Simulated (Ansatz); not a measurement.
# SnSe2 monolayer (1T): phonons and vibrational spectra, part 2 of 3

Wanted: phonon frequencies of SnSe2 monolayer (1T) and what follows from them.

Ansatz 0.2.0; DFT PBEsol, scalar-relativistic, plane waves, PAW.

So far: Starting point; Relaxation.

## 3. Tight relaxation

Phonons need a cell at rest on their own settings, so the relaxation is repeated with tight tolerances on forces and stress on the k mesh and occupations of the first response run.

input.yaml

```yaml
crystal:
  lattice:
    - [3.8025738119, 0.0, 0.0]
    - [-1.901286906, 3.2931255209, 0.0]
    - [0.0, 0.0, 29.9272]
  atoms:
    - { symbol: Sn, position: [0.0, 0.0, 0.3341441899] }
    - { symbol: Se, position: [0.3333333333, 0.6666666667, 0.3871668944] }
    - { symbol: Se, position: [0.6666666667, 0.3333333333, 0.2811214854] }
  periodic: [true, true, false]
kpoints:
  mp_grid: { grid: [9, 9, 1] }
hamiltonian:
  xc: pbesol
scf:
  occupations: { method: fixed }
output:
  forces: true
  stress: true
  eigenvalues: true
  write_density: true
  write_potential: true
  elf: true
  volumetric_format: npy
relax:
  adjacent_minimum: "off"
  f_tol: 0.001
  max_steps: 60
  cell: { stress_2d_tol: 0.002 }
```

Launch:

```bash
ansatz run input.yaml --threads 8 --pin off --max-ram 14336MiB --backend cpu --events-out ev --progress --plain --runs-dir out
```

Numbers of over 12 decimals in the logs are rounded to 6 here.

What it wrote:

```text
[...]
Crystal: 3 atoms, lattice volume = 374.759 Å³
Basis set: ecut = 420 eV, 7301 PW (Γ), exchange–correlation on 54×54×432 points (8 copies of the dense FFT grid, shifted against one another)
Bands: 28, of which v1, the nominal top of the filled ones, is band 23 counted from 1 (22 counted from 0)
Symmetry: 12 space group operations
[...]
k-points: 12 of 81
[...]
° read free of the cell's end (the report's vacuum.weakly_bound_levels)
--- Relaxed structure (4 steps of the walk, 3 accepted, 1 SCFs on fresh bases) ---
[...]
cell:  # Å, volume = 374.6932 Å³
    - [3.802240, 2.8864998864811576e-11, 0]
    - [-1.901120, 3.292837, 0]
    - [0, 0, 29.9272]
  atoms:
    - { symbol: Sn, position: [0, 0, 0.3341441899] }
    - { symbol: Se, position: [0.333333, 0.666667, 0.387165] }
    - { symbol: Se, position: [0.666667, 0.333333, 0.281124] }
[key lines of the parts left out:]
SCF converged after 9 iterations
Free energy (F): -16799.161419 eV
Fermi energy:    -5.980604 eV
P = ½ c Tr σ = 0.0001 N/m
```

The job ended after 7.4 s (8 threads of Arm Neoverse V2, shared host; peak memory 0.99 GiB; 52 s of CPU time).

Little changed from the start: no atom moved by 0.005 Å and no cell edge by 0.1 %.

This step gave:

```yaml
gap_on_the_k_mesh: 0.8004 eV
direct_gap_on_mesh: 1.148 eV
area_per_atom: 4.173 Å²
```

Valence density in the ac plane at fractional y = 0.333, with atoms of Se within 0.2 Å of it. It is the smooth field of the valence electrons, not physical close to the nuclei.

Ten steps, logarithmic in the rise over the least value, from '_' (0 e/Å³) to '@' (15 e/Å³), each cell a mean:
```
____________________________
____________________________
____________________________
____________________________
____________________________
____________________________
____________________________
____________________________
____________________________
____________________________
____________________________
____________________________
____________________________
____________________________
..::::::::....____________..
::::::::::....__________....
..........::::==++##**==--::
..______..::--++%%@@@@**--::
________________......______
____________________________
____________________________
____________________________
____________________________
____________________________
```
Columns run along a (3.8 Å), rows up along c (29.9 Å). Atoms in or near the plane, at fractional coordinates: Se at (0.67, 0.28).

ELF in the ac plane at fractional y = 0.333, with atoms of Se within 0.2 Å of it. It is the smooth field of the valence electrons, not physical close to the nuclei.

Values, 24 rows by 14 columns, each cell a mean:
```
0.00 0.00 0.00 0.00 0.00 0.00 0.00 0.00 0.00 0.00 0.00 0.00 0.00 0.00
0.00 0.00 0.00 0.00 0.00 0.00 0.00 0.00 0.00 0.00 0.00 0.00 0.00 0.00
0.00 0.00 0.00 0.00 0.00 0.00 0.00 0.00 0.00 0.00 0.00 0.00 0.00 0.00
0.00 0.00 0.00 0.00 0.00 0.00 0.00 0.00 0.00 0.00 0.00 0.00 0.00 0.00
0.00 0.00 0.00 0.00 0.00 0.00 0.00 0.00 0.00 0.00 0.00 0.00 0.00 0.00
0.00 0.00 0.00 0.00 0.00 0.00 0.00 0.00 0.00 0.00 0.00 0.00 0.00 0.00
0.00 0.00 0.00 0.00 0.00 0.00 0.00 0.00 0.00 0.00 0.00 0.00 0.00 0.00
0.00 0.00 0.00 0.00 0.00 0.00 0.00 0.00 0.00 0.00 0.00 0.00 0.00 0.00
0.00 0.00 0.00 0.00 0.00 0.00 0.00 0.00 0.00 0.00 0.00 0.00 0.00 0.00
0.00 0.00 0.00 0.00 0.00 0.00 0.00 0.00 0.00 0.00 0.00 0.00 0.00 0.00
0.00 0.00 0.00 0.00 0.00 0.00 0.00 0.00 0.00 0.00 0.00 0.00 0.00 0.00
0.00 0.00 0.00 0.00 0.00 0.00 0.00 0.00 0.00 0.00 0.00 0.00 0.00 0.00
0.02 0.03 0.04 0.03 0.02 0.01 0.01 0.00 0.00 0.00 0.00 0.00 0.00 0.01
0.32 0.41 0.45 0.43 0.35 0.23 0.12 0.04 0.01 0.01 0.01 0.02 0.07 0.17
0.63 0.71 0.74 0.72 0.66 0.51 0.32 0.12 0.05 0.02 0.03 0.08 0.23 0.43
0.37 0.42 0.43 0.43 0.39 0.32 0.22 0.12 0.09 0.08 0.08 0.11 0.17 0.27
0.40 0.28 0.22 0.24 0.35 0.51 0.61 0.64 0.61 0.56 0.58 0.64 0.63 0.56
0.52 0.22 0.07 0.13 0.41 0.69 0.79 0.77 0.64 0.53 0.58 0.73 0.80 0.75
0.16 0.04 0.01 0.02 0.11 0.31 0.47 0.59 0.64 0.67 0.66 0.61 0.52 0.38
0.01 0.00 0.00 0.00 0.00 0.01 0.03 0.06 0.07 0.08 0.08 0.06 0.04 0.02
0.00 0.00 0.00 0.00 0.00 0.00 0.00 0.00 0.00 0.00 0.00 0.00 0.00 0.00
0.00 0.00 0.00 0.00 0.00 0.00 0.00 0.00 0.00 0.00 0.00 0.00 0.00 0.00
0.00 0.00 0.00 0.00 0.00 0.00 0.00 0.00 0.00 0.00 0.00 0.00 0.00 0.00
0.00 0.00 0.00 0.00 0.00 0.00 0.00 0.00 0.00 0.00 0.00 0.00 0.00 0.00
```
Columns run along a (3.8 Å), rows up along c (29.9 Å). Atoms in or near the plane, at fractional coordinates: Se at (0.67, 0.28).

Electrostatic potential energy in the ac plane at fractional y = 0.333, with atoms of Se within 0.2 Å of it. With pseudopotentials it is smooth inside the atoms' cores, unlike the true potential.

Ten even steps from '_' (-12 eV) to '@' (0 eV), each cell a mean:
```
@@@@@@@@@@@@@@@@@@@@@@@@@@@@
@@@@@@@@@@@@@@@@@@@@@@@@@@@@
@@@@@@@@@@@@@@@@@@@@@@@@@@@@
@@@@@@@@@@@@@@@@@@@@@@@@@@@@
@@@@@@@@@@@@@@@@@@@@@@@@@@@@
@@@@@@@@@@@@@@@@@@@@@@@@@@@@
@@@@@@@@@@@@@@@@@@@@@@@@@@@@
@@@@@@@@@@@@@@@@@@@@@@@@@@@@
@@@@@@@@@@@@@@@@@@@@@@@@@@@@
@@@@@@@@@@@@@@@@@@@@@@@@@@@@
@@@@@@@@@@@@@@@@@@@@@@@@@@@@
@@@@@@@@@@@@@@@@@@@@@@@@@@@@
@@@@@@@@@@@@@@@@@@@@@@@@@@@@
@@@@@@@@@@@@@@@@@@@@@@@@@@@@
**==--==++##%%%%@@@@@@%%%%##
--::....--++**##%%%%%%##**++
==------====--::......::::==
##%%%%%%##++..__________..--
@@@@@@@@@@@@@@%%%%%%%%%%@@@@
@@@@@@@@@@@@@@@@@@@@@@@@@@@@
@@@@@@@@@@@@@@@@@@@@@@@@@@@@
@@@@@@@@@@@@@@@@@@@@@@@@@@@@
@@@@@@@@@@@@@@@@@@@@@@@@@@@@
@@@@@@@@@@@@@@@@@@@@@@@@@@@@
```
Columns run along a (3.8 Å; values clipped at the 3rd and 97th percentile), rows up along c (29.9 Å). Atoms in or near the plane, at fractional coordinates: Se at (0.67, 0.28).

The largest force component left is 0.017 meV/Å, within the tolerances set.

## 4. Zone-centre response

The zone centre comes first: it holds the modes that light can see, as far as symmetry allows. The response to a homogeneous field gives the Born charges and the dielectric tensor, and its change with displacement the Raman tensors.

input.yaml

```yaml
crystal:
  lattice:
    - [3.8022403581, 0.0, 0.0]
    - [-1.9011201791, 3.2928367414, 0.0]
    - [0.0, 0.0, 29.9272]
  atoms:
    - { symbol: Sn, position: [0.0, 0.0, 0.3341441899] }
    - { symbol: Se, position: [0.3333333333, 0.6666666667, 0.3871645962] }
    - { symbol: Se, position: [0.6666666667, 0.3333333333, 0.2811237836] }
  periodic: [true, true, false]
kpoints:
  mp_grid: { grid: [9, 9, 1] }
hamiltonian:
  xc: pbesol
scf:
  occupations: { method: fixed }
output:
  eigenvalues: true
phonons:
  method: dfpt
  dielectric: true
  raman: true
```

What it wrote:

```text
Warning: phonons.dielectric: true without phonons.rigid_motions: the static dielectric tensor ε⁰ will be withheld (ε∞, Z* and the rows of modes are given); for a crystal or a slab, whose only rigid motions are the translations, set phonons.rigid_motions: translations
Warning: crystal.symmetry: narrowed to the stabiliser of the run's FFT grids — unitary ops 12 → 6. A phonons.method: dfpt run fills in the rows of the dynamical matrix that it does not solve by its symmetry operations, which is exact only for operations that map its FFT grids onto themselves: filled in by any other, the frequencies could depend on the order in which like atoms are typed, or, by more than the grids' own error, on where the crystal sits among the grids' points. Excluded: 6 operations. The run can therefore solve more perturbations, solve them on more k-points, or both, and cost more. [rest of the remark cut]
[...]
Crystal: 3 atoms, lattice volume = 374.693 Å³
Basis set: ecut = 420 eV, 7301 PW (Γ), exchange–correlation on 54×54×432 points (8 copies of the dense FFT grid, shifted against one another)
Bands: 28, of which v1, the nominal top of the filled ones, is band 23 counted from 1 (22 counted from 0)
Symmetry: 12 space group operations
k-points: 25 of 81 (irreducible under 2 space group operations, time reversal used)
[...]
SCF iter   1: F=—  HF=-16799.166346 eV  |F-HF|=—  |Δ(HF+E_count)|=         —  Δρ=1.26e-3  dr2=6.33e-3  ethr=1.77e-3  ⟨swp⟩=7.4  Hψ=3037  notcnv=0  defer=68
[...]
SCF iter   9: F=-16799.161419 eV  HF=-16799.161419 eV  |F-HF|=2.55e-11  |Δ(HF+E_count)|=   1.24e-9  Δρ=7.37e-8  dr2=1.59e-11  ethr=1.00e-12  ⟨swp⟩=8.2  Hψ=3563  notcnv=0
SCF 1 converged in 9 iterations: F = -16799.161419 eV  dr2 = 1.59e-11
[...]
NSCF: frozen V_eff on 2 k-points
DFPT response loops at Γ: preconditioner auto → none (the input reference at scf.mixing.eps_inf says where Resta's filter doesn't serve); β = 0.50; Broyden in place of MSR1
── the response to a field inside a basis, on 16×16×2 k-points: an SCF that follows is theirs, and a resumed run solves both again ──
Bands: 24, of which v1, the nominal top of the filled ones, is band 23 counted from 1 (22 counted from 0)
k-points: 136
[...]
Eigensolver: Dense (136 Hₖ)
SCF iter   1: F=—  HF=-16799.151645 eV  |F-HF|=—  |Δ(HF+E_count)|=         —  Δρ=4.87e-5  dr2=4.10e-6  ethr=1.00e-1
[...]
SCF iter   6: F=-16799.151647 eV  HF=-16799.151647 eV  |F-HF|=1.71e-10  |Δ(HF+E_count)|=   4.51e-9  Δρ=7.99e-8  dr2=3.32e-11  ethr=1.70e-12
SCF 1 converged in 6 iterations: F = -16799.151647 eV  dr2 = 3.32e-11
[...]
SCF converged after 9 iterations
Free energy (F): -16799.161419 eV
[...]
Internal energy: -16799.161419 eV  (E = F + TS)
E sigma→0 (E₀):  -16799.161419 eV
Fermi energy:    -5.980604 eV
[...]
--- Band table (eV; the first three rows and the last of 25) ---
  k-point 0: bands = [... 19 lower, -6.4654, -6.4654, -6.0597, -6.0597, -4.3534, -2.9472, -1.3745, -1.3745, ... 1 higher]
  k-point 1: bands = [... 19 lower, -7.1336, -6.8478, -6.6930, -5.9806, -3.7860, -2.3038, -1.5029 (-1.5029°), -1.0859, ... 1 higher]
  k-point 2: bands = [... 19 lower, -7.7584, -7.4534, -6.9296, -6.0549, -3.9507, -1.9806, -0.5946 (-0.5946°), -0.5418, ... 1 higher]
  k-point 24: bands = [... 19 lower, -9.2573, -8.1714, -7.2879, -6.4865, -3.9469, -1.2951, -0.4766, 0.0277, ... 1 higher]
  ° read free of the cell's end (the report's vacuum.weakly_bound_levels)
--- Phonons (Γ-DFPT): 6 representative perturbations + reference, on 25 of 81 k-points (Σ response iterations 22) ---
  ASR residual: 2.609e-4 → 0.000e0 eV/Å²; symmetrization residual: 4.343e-5 eV/Å²
  The last average, over the group as it would stand without the narrowing to the FFT grids, took up to 1.853e-5 eV/Å² of the zone centre's force constants
  ASR residual per site (eV/Å²): 2.61e-4 8.01e-5 5.18e-5
  Γ frequencies (cm⁻¹): 0.00 0.00 0.00 108.72 108.72 146.67 146.67 184.31 258.05
  ε∞ (high-frequency dielectric tensor):
        3.100543    -0.000000     0.000000
       -0.000000     3.100543    -0.000000
        0.000000    -0.000000     1.176642
  α∞ (the layer's polarisability for a field applied outside it; Å, Gaussian; ε∞ is over the cell's 29.927 Å):
        5.002508    -0.000000     0.000000
       -0.000000     5.002508    -0.000000
        0.000000    -0.000000     0.420679
  ε⁰ (static dielectric tensor): not given — the deck does not say what the cell's rigid motions are, and on a molecule in a box or a wire the rigid rotations would enter the sum over the modes at Γ. For a crystal or a slab, whose only rigid motions are the translations, set phonons.rigid_motions: translations.
  Born effective charges Z* (e; rows j = field, columns β = displacement):
    site 0:
         4.91932   -0.00000    0.00000
        -0.00000    4.91932   -0.00000
         0.00000   -0.00000    0.28493
    site 1:
        -2.45966    0.00000   -0.00000
         0.00000   -2.45966    0.00000
        -0.00000    0.00000   -0.14247
    site 2:
        -2.45966    0.00000   -0.00000
         0.00000   -2.45966    0.00000
        -0.00000    0.00000   -0.14247
  Z* charge neutrality: 2.889e-3 e pre-enforcement
  solved inside a basis spanned on kpoints, on 16×16×2 k-points transformed towards the longest dipole: ε∞ is read to err by 1.4e-2, Z* by 5.9e-2 e (field_mesh: kpoints solves on kpoints); Z* is corrected for what the basis lacks
  Raman tensors (in the event stream and the table raman_tensors.tsv): an entry may err by 6.1e-1 Å², one of the second-order susceptibility by 8.6e-19 pm/V (basis, points and sum rule); their sum over the sites missed zero by 7.105e-15 Å² ahead of its enforcement
  optical modes at Γ without the LO–TO term, one row a degenerate level:
      ω (cm⁻¹)  modes    IR ((D/Å)²/amu)  static Raman (Å⁴/amu)  depolarisation
        108.72      2             0.0000                66.0481           0.750
        146.67      2            16.4760                 0.0000               —
        184.31      1             0.0000              1002.3397           0.117
        258.05      1             0.0276                 0.0000               —
```

Wall time 11 min (8 threads); peak memory 3.9 GiB; 81 min of CPU time.

Numbers from this step:

- sum-rule residual before enforcement: 2.61e-4 eV/Å²
- miss of the charge sum rule: 0.002889 e
- estimated error of the dielectric tensor: 0.01382
- estimated error of the Born charges: 0.05918 e
- point group: -3m
- highest optical mode at the zone centre (no LO-TO term): 258.1 cm⁻¹
- lowest optical zone-centre mode: 108.7 cm⁻¹
- largest Born charge (third of the trace): 3.374 e

Without the LO-TO term. Patterns of degenerate modes are one choice out of their space. The modes at Γ (shares of kinetic energy by element, %):

```csv
mode,frequency (cm⁻¹),symmetry,Sn %,Se %
1,0.0,acoustic,43,57
2,0.0,acoustic,43,57
3,0.0,acoustic,43,57
4,108.7,Eg,0,100
5,108.7,Eg,0,100
6,146.7,Eu,57,43
7,146.7,Eu,57,43
8,184.3,A1g,0,100
9,258.1,A2u,57,43
```

Displacements in mode 5 (108.7 cm⁻¹), the largest set to 1:
```
Sn1  0.00  0.00  0.00
Se2 -1.00 -0.08  0.00
Se3  1.00  0.08  0.00
```

Displacements in mode 9 (258.1 cm⁻¹), the largest set to 1:
```
Sn1  0.00  0.00  1.00
Se2  0.00  0.00 -0.75
Se3  0.00  0.00 -0.75
```

High-frequency dielectric tensor, averaged over the cell of height 29.9 Å or as lengthened by the program, vacuum included. Tensor:

```csv
,x,y,z
x,3.1,0,0
y,0,3.1,0
z,0,0,1.177
```

Born charge (rows field, columns displacement) (e), principal values of the symmetric part by kind of site:

```csv
atom,atoms with these values,low,middle,high,mean
Sn1,1,0.28,4.92,4.92,3.37
Se2,2,-2.46,-2.46,-0.14,-1.69
```

In full for Se2:

```
-2.46  0.00  0.00
 0.00 -2.46  0.00
 0.00  0.00 -0.14
```

Transverse modes. Lines of the infrared spectrum (strongest = 100):

```csv
position (cm⁻¹),label,relative intensity
109,Eg,0.0
147,Eu,100
184,A1g,0.0
258,A2u,0.2
```

Activity x (w_L - w)^4 (n + 1)/w, 532 nm, 300 K; the tensors are static ones, while 532 nm light lies above the computed direct gap, where resonance would change the heights. Lines of the Raman spectrum (strongest = 100):

```csv
position (cm⁻¹),label,relative intensity
109,Eg,16
147,Eu,0.0
184,A1g,100
258,A2u,0.0
```

Before it was imposed, the acoustic sum rule was missed by 2.6e-4 eV/Å² and the charge sum rule by 0.0029 e. Small misses are needed for a sound result but don't prove that mesh and cutoff are converged. The lowest optical mode is real, 109 cm⁻¹.

(Part 2 of 3 ends here.)

[Logs are printed without paths, hosts, clocks, repeated set-up lines and the standing remarks that a program may print on its own settings, such as how far it seeks lower states.]

[Hosts, paths, dates, database ids (printed as entryN), source tags and the programs' standing remarks are cut or masked in the printed files.]
